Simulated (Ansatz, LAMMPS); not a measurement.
**Forces and charges in amorphous polythiophene with methane (capped chains of 7 units) at 380 K (258 atoms)**

Wanted: forces, charges and levels of amorphous polythiophene with methane (capped chains of 7 units) at 380 K (258 atoms).

Calculated with Ansatz 0.2.0; Kohn-Sham DFT, r2SCAN+D4, PAW (set soft_2), plane waves.

## Step 1: Starting point

The cell holds 258 atoms: 126 C, 28 S and 104 H. Its edges and angles: a = 15.333 Å, b = 15.333 Å, c = 15.333 Å, α = 90.0°, β = 90.0°, γ = 90.0°. 4 polythiophene chains of 7 units with methyl end groups, 6 methane placed at random, at 1.16 g/cm³; overlaps pushed apart, then 20 ps at 800 K with MMFF94 bonds, angles, torsions, charges and radii (Halgren, J. Comput. Chem. 17, 490 (1996)) in harmonic and 12-6 forms. Snapshot after 30 ps at 380 K and fixed volume.

Limits known from the start: The network of contacts between molecules at the start is that of the classical potential that made the cell, and needn't be the one that DFT or experiment would give. The density was typed from a rule of thumb and may lie off the real one at this temperature. Sampling is at Γ alone, for a cell whose shortest periodic width is 15 Å.

## Step 2: The classical run that made the cell

A classical potential supplies the starting structure, since it reaches far longer times than DFT.

This step: classical MD, MMFF94 bonds, angles, torsions, charges and radii (Halgren, J. Comput. Chem. 17, 490 (1996)) in harmonic and 12-6 forms; charges of ions scaled by 0.8 (LAMMPS 22 Jul 2025 - Update 4).

The input, in.lmp:

```
# amorphous polythiophene with methane
units real
atom_style full
boundary p p p
bond_style harmonic
angle_style harmonic
dihedral_style opls
improper_style harmonic
special_bonds lj 0 0 0.5 coul 0 0 0.75
read_data data.lmp
neigh_modify delay 0 every 1 check yes one 4000
comm_modify cutoff 12.0
timestep 0.5
thermo_style custom step time temp pe press density
thermo_modify norm yes
# push overlapping molecules apart
pair_style soft 2.6
pair_coeff * * 0.0
variable a equal ramp(1,60)
fix ad all adapt 1 pair soft a * * v_a
velocity all create 800 752839 mom yes dist gaussian
fix lim all nve/limit 0.03
fix lan all langevin 800 800 50 752840 zero yes
thermo 1000
run 3000 post no
unfix ad
pair_style lj/cut/coul/long 9.0
pair_modify mix arithmetic tail yes
pair_coeff 1 1 0.0678 3.3680   # C
pair_coeff 2 2 0.0678 3.5860   # C
pair_coeff 3 3 0.2681 3.7370   # S
pair_coeff 4 4 0.0216 2.5400   # H
kspace_style pppm 1.0e-4
thermo 100
# [... 16 lines left out ...]
compute msd all msd com yes
thermo 7500
fix md all nvt temp 380 380 100
run 30000 post no
print "== T380: mean square displacement over the hold $(c_msd[4]:%.2f) A^2"
unfix md
uncompute msd
write_dump all custom T380.dump id type xs ys zs modify sort id
```

Run with:

```bash
$ lmp -in in.lmp -log none -nocite
```

Log:

```text
LAMMPS (22 Jul 2025 - Update 4)
Reading data file ...
  orthogonal box = (0 0 0) to (15.33273 15.33273 15.33273)
  258 atoms
  orthogonal box = (0 0 0) to (15.33273 15.33273 15.33273)
  276 bonds
  448 angles
  544 dihedrals
  112 impropers
   Step          Time           Temp          PotEng         Press         Density
         0   0              800            0.7680392     -2590.7089      1.1590005
      1000   500            683.58881      3.259253       2497.9353      1.1590005
      2000   1000           655.02894      2.4393065      10087.66       1.1590005
      3000   1500           668.1605       2.3099683      8408.9223      1.1590005
[... 29 lines left out ...]
Loop time of 15.0725 s on 1 MPI rank(s) for 20000 steps with 258 atoms
   Step          Time           Temp          PotEng         Press         Density
[... 4 lines left out ...]
Loop time of 14.6568 s on 1 MPI rank(s) for 20000 steps with 258 atoms
   Step          Time           Temp          PotEng         Press         Density
[... 2 lines left out ...]
     52500   51500          357.91217      1.0310036      188.38481      1.1590005
     60000   59000          388.77605      0.89369648     3973.0744      1.1590005
     67500   66500          387.20569      1.0113996     -5353.3557      1.1590005
     72000   71000          366.04694      0.94389364    -1196.3593      1.1590005
Loop time of 21.6163 s on 1 MPI rank(s) for 30000 steps with 258 atoms
== T380: mean square displacement over the hold 15.89 A^2
```

It took 54 s on 1 thread of Arm Neoverse V2, shared host; peak memory 0.13 GiB.

The input also reads data.lmp (atoms, bonds and types; not printed here).

## Step 3: Plane-wave single point

The electrons are solved once, with the atoms held.

The input, input.yaml:

```yaml
crystal:
  lattice:
    - [15.33273, 0.0, 0.0]
    - [0.0, 15.33273, 0.0]
    - [0.0, 0.0, 15.33273]
  atoms:
    - { symbol: C, position: [0.76523, 0.75477, 0.49009] }
    - { symbol: C, position: [0.74793, 0.65765, 0.5035] }
    - { symbol: C, position: [0.72008, 0.59368, 0.44305] }
    - { symbol: C, position: [0.70692, 0.51113, 0.48551] }
    - { symbol: C, position: [0.74229, 0.51233, 0.56624] }
    - { symbol: S, position: [0.78324, 0.6093, 0.59622] }
    - { symbol: C, position: [0.74251, 0.43877, 0.62394] }
    - { symbol: C, position: [0.68184, 0.37088, 0.63038] }
    - { symbol: C, position: [0.7002, 0.30484, 0.6904] }
    - { symbol: C, position: [0.77001, 0.33051, 0.74212] }
    - { symbol: S, position: [0.82001, 0.42625, 0.70844] }
    - { symbol: C, position: [0.80661, 0.2878, 0.81508] }
    - { symbol: C, position: [0.79909, 0.19826, 0.83021] }
    - { symbol: C, position: [0.86517, 0.17057, 0.89584] }
    - { symbol: C, position: [0.90902, 0.23765, 0.93096] }
    - { symbol: S, position: [0.87928, 0.33796, 0.88528] }
    - { symbol: C, position: [0.98371, 0.23521, 0.98606] }
    - { symbol: C, position: [0.04584, 0.16947, 0.99464] }
    - { symbol: C, position: [0.1202, 0.19999, 0.04335] }
    - { symbol: C, position: [0.10845, 0.28482, 0.07214] }
    - { symbol: S, position: [0.00795, 0.3236, 0.0578] }
    - { symbol: C, position: [0.17171, 0.3382, 0.11614] }
    - { symbol: C, position: [0.25233, 0.35213, 0.08552] }
    - { symbol: C, position: [0.29954, 0.40663, 0.14411] }
    - { symbol: C, position: [0.25228, 0.43893, 0.21226] }
    - { symbol: S, position: [0.14872, 0.39584, 0.21257] }
    - { symbol: C, position: [0.27271, 0.50812, 0.27266] }
    - { symbol: C, position: [0.22247, 0.54138, 0.34064] }
    - { symbol: C, position: [0.2636, 0.61277, 0.37992] }
    - { symbol: C, position: [0.34793, 0.62689, 0.35] }
    - { symbol: S, position: [0.37229, 0.55579, 0.26226] }
    - { symbol: C, position: [0.40905, 0.69529, 0.37123] }
    [... 220 atom lines left out ...]
    - { symbol: H, position: [0.05532, 0.32652, 0.80848] }
    - { symbol: C, position: [0.58195, 0.55063, 0.14644] }
    - { symbol: H, position: [0.59078, 0.57042, 0.2158] }
    - { symbol: H, position: [0.51829, 0.57932, 0.13038] }
    - { symbol: H, position: [0.56835, 0.48048, 0.13059] }
    - { symbol: H, position: [0.63505, 0.57221, 0.1046] }
kpoints:
  mp_grid: { grid: [1, 1, 1] }
hamiltonian:
  xc: r2scan
  dispersion: d4
scf:
  occupations: { method: fermi_dirac, width: 0.025 }
output:
  forces: true
  stress: true
  populations: intrinsic
  dos:
    method: { smearing: { sigma: 0.08 } }
    de: 0.1
    projected: { site_lists: { C: [C], H: [H], S: [S] } }
  eigenvalues: true
  write_density: true
  write_potential: true
  volumetric_format: npy
```

Run with:

```bash
$ ansatz run input.yaml --threads 8 --pin off --max-ram 15872MiB --backend cpu --events-out ev --progress --plain --runs-dir out
```

Log:

```text
Engine: ansatz 0.2.0, aarch64-unknown-linux-gnu
Pseudopotentials: kind: paw
Pseudopotential: C, paw, valence charge 4, recommended cutoff 500 eV (meta_gga), C.paw.azcp
Pseudopotential: S, paw, valence charge 6, recommended cutoff 500 eV (meta_gga), S.paw.azcp
Pseudopotential: H, paw, valence charge 1, recommended cutoff 500 eV (meta_gga), H.paw.azcp
[... 6 lines on functional and potentials left out ...]
Crystal: 258 atoms, lattice volume = 3604.612 Å³
Basis set: ecut = 500 eV, 91623 PW (Γ), exchange–correlation on 480×480×480 points (64 copies of the dense FFT grid, shifted against one another)
Bands: 646, of which v1, the nominal top of the filled ones, is band 388 counted from 1 (387 counted from 0)
Symmetry: 1 space group operations
Space group: P1 (ITA 1), of the structure as read, at distance tolerance 1.5e-4 Å
k-points: 1
[... 9 lines on functional and potentials left out ...]
Initial density: superposition of atomic densities (neutral atoms: chi_scale 0, normalization atom), corrected by the library's trained network
Initial wavefunctions: pseudopotential atomic-orbital guess
Functional: x = r2scan, c = r2scan; τ floored in thin density (d = 2e-4 eV/Å³)
SCF iter   1: F=—  HF=-58720.634981 eV  |F-HF|=—  |Δ(HF+E_count)|=         —  Δρ=7.25e-3  dr2=2.67e0  dr2_τ=2.75e1  ethr=1.77e-3  ⟨swp⟩=6.0  Hψ=3039  notcnv=0  defer=111
preconditioner: auto → Resta (q_TF=auto, 2.112 Å⁻¹)  ε∞=2.4  [insulator: Δε(μ)=1.524 eV  Ē_g=14.499 eV  σ=0.025 eV  W_gap=1.00  n_scr=586 (ndim 8)  ℏωp=17.2 eV  f_vac=0.246  D(μ)=0.00/eV (n_scr^D=0)  ε∞_Penn≈2.4]
SCF iter   2: F=—  HF=-58719.360240 eV  |F-HF|=—  |Δ(HF+E_count)|=    1.27e0  Δρ=4.33e-3  dr2=4.14e-1  dr2_τ=3.18e-2  ethr=3.44e-4  ⟨swp⟩=2.0  Hψ=1103  notcnv=0  defer=250
SCF iter   3: F=—  HF=-58719.344387 eV  |F-HF|=—  |Δ(HF+E_count)|=   1.59e-2  Δρ=1.52e-3  dr2=7.32e-2  dr2_τ=6.11e-3  ethr=5.34e-5  ⟨swp⟩=3.0  Hψ=792  notcnv=0  defer=250
SCF iter   4: F=—  HF=-58719.365415 eV  |F-HF|=—  |Δ(HF+E_count)|=   2.10e-2  Δρ=4.55e-4  dr2=1.61e-2  dr2_τ=1.40e-3  ethr=9.44e-6  ⟨swp⟩=2.0  Hψ=683  notcnv=0  defer=250
SCF iter   5: F=—  HF=-58719.367616 eV  |F-HF|=—  |Δ(HF+E_count)|=   2.20e-3  Δρ=1.79e-4  dr2=2.17e-3  dr2_τ=1.29e-4  ethr=2.07e-6  ⟨swp⟩=2.0  Hψ=776  notcnv=0  defer=250
SCF iter   6: F=—  HF=-58719.369888 eV  |F-HF|=—  |Δ(HF+E_count)|=   2.27e-3  Δρ=7.69e-5  dr2=4.13e-4  dr2_τ=3.02e-5  ethr=2.79e-7  ⟨swp⟩=2.0  Hψ=743  notcnv=0  defer=250
SCF iter   7: F=—  HF=-58719.370288 eV  |F-HF|=—  |Δ(HF+E_count)|=   4.00e-4  Δρ=2.75e-5  dr2=5.17e-5  dr2_τ=4.26e-6  ethr=5.32e-8  ⟨swp⟩=2.0  Hψ=780  notcnv=0  defer=250
SCF iter   8: F=—  HF=-58719.370604 eV  |F-HF|=—  |Δ(HF+E_count)|=   3.16e-4  Δρ=1.01e-5  dr2=7.23e-6  dr2_τ=5.65e-7  ethr=6.66e-9  ⟨swp⟩=2.0  Hψ=950  notcnv=0  defer=250
SCF iter   9: F=—  HF=-58719.370618 eV  |F-HF|=—  |Δ(HF+E_count)|=   1.37e-5  Δρ=4.20e-6  dr2=1.27e-6  dr2_τ=9.82e-8  ethr=9.31e-10  ⟨swp⟩=2.0  Hψ=783  notcnv=0  defer=250
SCF iter  10: F=—  HF=-58719.370620 eV  |F-HF|=—  |Δ(HF+E_count)|=   2.54e-6  Δρ=1.55e-6  dr2=1.69e-7  dr2_τ=1.28e-8  ethr=1.64e-10  ⟨swp⟩=2.0  Hψ=708  notcnv=0  defer=250
SCF iter  11: F=-58719.370621 eV  HF=-58719.370621 eV  |F-HF|=5.87e-8  |Δ(HF+E_count)|=   4.25e-7  Δρ=7.11e-7  dr2=3.63e-8  dr2_τ=2.50e-9  ethr=1.29e-11  ⟨swp⟩=23.0  Hψ=6228  notcnv=0
SCF 1 converged in 11 iterations: F = -58719.370621 eV  dr2 = 3.63e-8
  greatest PAW one-centre occupation: 0.885 electrons in one spin orbital (limit 2), on the S atom at site 87 (counted from 0), in its partial waves of l = 0
WARN: The input density's exchange-correlation potential varies sharply where the density is thin. Do not read a vacuum level from v_tot or v_xc, or from such a field of the output density. On a cell that repeats whose density bears no net charge and no dipole along the vacuum's axis use v_es (v_loc + v_h of the components); [...]
SCF converged after 11 iterations
Free energy (F): -58719.370621 eV
Harris-Foulkes:  -58719.370621 eV  (|F-HF|=5.87e-8)
Internal energy: -58719.370621 eV  (E = F + TS)
E sigma→0 (E₀):  -58719.370621 eV
Fermi energy:    1.822754 eV
--- Per-component energies (eV) ---
  E_band       = -5727.662501
  E_kinetic    = 15839.097873
  E_local      = -52660.977375  (includes V_loc(G=0)·N_el)
  E_nonlocal   = 4370.524604
  E_hartree    = 19654.999003
  E_xc         = -9426.783241
  E_vxc        = -12202.963683  (∫ρ·V_xc dr)
  E_paw        = -29835.472340  (= ΣΔE_a)
  E_vpaw       = -1070.003742  (= ΣTr[D̂ρ^β])
  E_aug_tail   = -0.050168  (compensation charges beyond the density's cutoff)
  E_vtau       = 686.721671  (kinetic-family band-sum trace: ∫τ·v_τ [+ j·A + Jᵃ·Aᵃ] dr)
  E_ewald      = -6646.008816
  E_disp       = -8.505200  (pairwise vdW)
  E_core_change = -6.194960  (= ΣΔE_core)
  E_smearing   = -0.000000  (= −TS)
  E_closure    = -0.000000  (closes the sum)
  Σ components = -58719.370621   (vs F -58719.370621, Δ=0.00e0)
--- Forces (eV/Å), atoms counted from 1 ---
  atom   1  C      0.01515148    -1.22722502    -0.71566466
  atom   2  C      0.40501882     0.10582449    -2.12482503
  atom   3  C     -1.57002116     1.08371047     0.21682700
  atom   4  C      1.72257634     3.71443543    -0.41027726
  atom   5  C     -0.05144585    -1.82781283     1.33942149
  atom   6  S     -0.06597808     0.81157123     0.81982023
  atom   7  C     -0.15974059    -0.74018296     1.33967836
  atom   8  C      1.98322003     0.36976696     0.19573001
  atom   9  C      0.95302696     1.31880451     1.15283891
  atom  10  C      0.18340337     0.25545984     0.08552072
  atom  11  S     -0.89938427    -0.16756914    -0.89462299
  atom  12  C     -0.02216918    -1.45575412     0.42524997
  atom  13  C      1.98081811     0.32559922     1.07369584
  atom  14  C     -2.28126331    -1.06119435    -1.90277233
[...]
atom 257  H      0.64396681     0.73641158     0.94814960
  atom 258  H     -0.25453060     0.25312897     0.13078619
  max |Σ_I F_I| component: 1.94e-4 eV/Å
--- Stress (GPa, compression-positive) ---
        0.508969       0.733553       1.185550
        0.733553       0.575577      -0.067589
        1.185550      -0.067588       0.342796
  P = ⅓ Tr σ = 0.4758 GPa (4.758 kbar)
--- Band table (eV) ---
  k-point 0: bands = ["-18.7892", "-18.6066", "-18.5627", "-18.5536", [... 630 levels ...], "10.0886", "10.1396", "10.1469", "10.1714", "10.2071", "10.2325", "10.2503", "10.2702", "10.3014", "10.3096", "10.3471", "10.3643"]
--- intrinsic populations: 258 sites ---
  site symbol       q [e]
     0      C      4.5220
     1      C      4.1630
     2      C      4.2138
[...]
257      H      0.8126
  spilling = -0.000000 (of n_electrons = 776.000000)
```

Wall time 2 min (8 threads of Arm Neoverse V2, shared host); peak memory 11 GiB; 16 min of CPU time.

The program notes that the exchange-correlation potential is rough where the density is thin.

The run gave:

| Quantity | Value |
| --- | --- |
| free energy | -58719.3706 eV |
| free energy per atom | -227.5945 eV/atom |
| SCF cycles | 11 |
| pressure | 0.4758 GPa |
| r.m.s. force component | 0.9939 eV/Å |
| longest force | 4.868 eV/Å |
| Fermi energy | 1.823 eV |
| gap (highest filled to lowest empty level) | 1.502 eV |

Neighbours are counted within 1.85 Å (C-C), 1.34 Å (C-H), 2.17 Å (C-S).

Length of the force by element and coordination:

```
element  coordination  atoms  mean length of the force (eV/Å)  spread  least  most
      C           all    126                             1.94   0.817  0.326  4.87
      C             3    112                             1.90   0.838  0.326  4.87
      C             4     14                             2.20   0.553   1.41  3.08
      H           all    104                             1.05   0.577  0.189  3.30
      S           all     28                             1.36   0.490  0.472  2.50
```

Intrinsic-atomic-orbital charges by element and coordination:

```
element  coordination  atoms  mean charge (e)  spread   least     most
      C           all    126           -0.232   0.142  -0.764  -0.0867
      C             3    112           -0.185  0.0347  -0.241  -0.0867
      C             4     14           -0.611  0.0967  -0.764   -0.513
      H           all    104            0.187  0.0134   0.151    0.221
      S           all     28            0.349   0.031   0.292    0.432
```

Density of states as counts of states in windows of 1 eV (from the Fermi level), total and the larger projections:

```
from (eV)  to (eV)  total   C p   S p   H s  C s
      -14      -13   13.6   4.9   0.2   1.6  6.2
      -13      -12   18.4  10.2   0.5   1.3  4.8
      -12      -11   29.6  15.1   1.6   3.5  7.8
      -11      -10   47.2  24.4   5.6   6.2  6.4
      -10       -9   38.8  20.6   4.8   5.6  4.3
       -9       -8   23.2  15.4   2.1   3.3  1.7
       -8       -7   75.1  51.1   7.7  11.8  1.9
       -7       -6  105.8  72.9  10.4  17.9  1.5
       -6       -5  107.8  60.4  29.0  14.1  0.9
       -5       -4   29.2  13.8  11.6   1.8  0.4
       -4       -3   36.5  23.4  12.4   0.3  0.1
       -3       -2   44.7  25.0  19.0   0.3  0.1
       -2       -1   16.2  14.3   1.3   0.3  0.1
       -1        0    7.7   7.4   0.1   0.1  0.0
        0        1    7.0   5.1   1.6   0.1  0.0
        1        2   20.9  14.2   4.3   0.4  0.5
        2        3   44.2  21.4  10.4   2.5  3.3
        3        4   66.6  25.2  10.2   7.6  5.5
        4        5   84.7  30.6   7.7   9.4  6.1
```

The curve was stored every 0.10 eV, coarse against its broadening of 0.08 eV, so these counts are rough.

Between -21 and -14 eV lie 182 more states.

The levels nearest the highest filled one (over half full), pooled over k-points and spins:

```
level less the highest filled one (eV)  occupation
                                -0.374           2
                                -0.328           2
                                -0.146           2
                                -0.112           2
                               -0.0795           2
                                     0           2
                                  1.50           0
                                  1.53           0
                                  1.58           0
                                  1.79           0
                                  1.91           0
                                  1.98           0
```

Valence density in the bc plane at fractional x = 0.040, with atoms of C and H and S within 0.2 Å of it. It is the smooth field of the valence electrons, not physical close to the nuclei.

Ten even steps from '0' (0.0 e/Å³) to '9' (1.9 e/Å³), each cell a mean:
```
00003787653210000000000001110001110000000000
00001221110000000000100013432123331111110000
00000000000000000003654467766546631112443211
11000000000000110001479874345545420013786321
01000000000001431000135521001343200002552100
00000000000000110000001000000000000000000000
00000000000000000000000000000000000000000000
00000000000000000000242000000000000000000000
00002321000000000000375210000000002541000000
00026874100000000111234432000000013641000000
00258777620000012454321121000000123443100000
00243222210000123565210000000000001133100000
00000000000013554221000000000000000000000000
00000000000136984100000000000231000000000000
00000000111134542000000000002662100000000000
00000024443221100000000000014786322221000000
00000135445210000000000000124579976432110000
00000013443100000000000000111125885211110000
47410000000000000000000000001124663100000001
36420000000000000000000000000145454100000001
12100000000001110000000000000023442100000001
00000000000124532100000000000000100000001111
00000012221136554100000000000000000000000000
00000257863223332000000000000000000000000000
```
Columns run along b (15.3 Å), rows up along c (15.3 Å). Atoms in or near the plane, at fractional coordinates: C at (0.17, 0.99), H at (0.11, 0.96), C at (0.32, 0.42), S at (0.19, 0.30), C at (0.12, 0.58), H at (0.48, 0.66), H at (0.07, 0.53), H at (0.18, 0.54), C at (0.74, 0.28), C at (0.51, 0.84), H at (0.67, 0.41), H at (0.45, 0.88), H at (0.80, 0.63).

(Part 1 of 2 ends here.)

[Logs are printed without paths, hosts, clocks, repeated set-up lines and the standing remarks that a program may print on its own settings, such as how far it seeks lower states.]

[Hosts, paths, dates, database ids (printed as entryN), source tags and the programs' standing remarks are cut or masked in the printed files.]

[The MMFF94 radii named for the starting cell were scaled by 0.96; in molecules described by MMFF94, hydrogen bound to N, O or S took a small fixed 12-6 site in their place.]
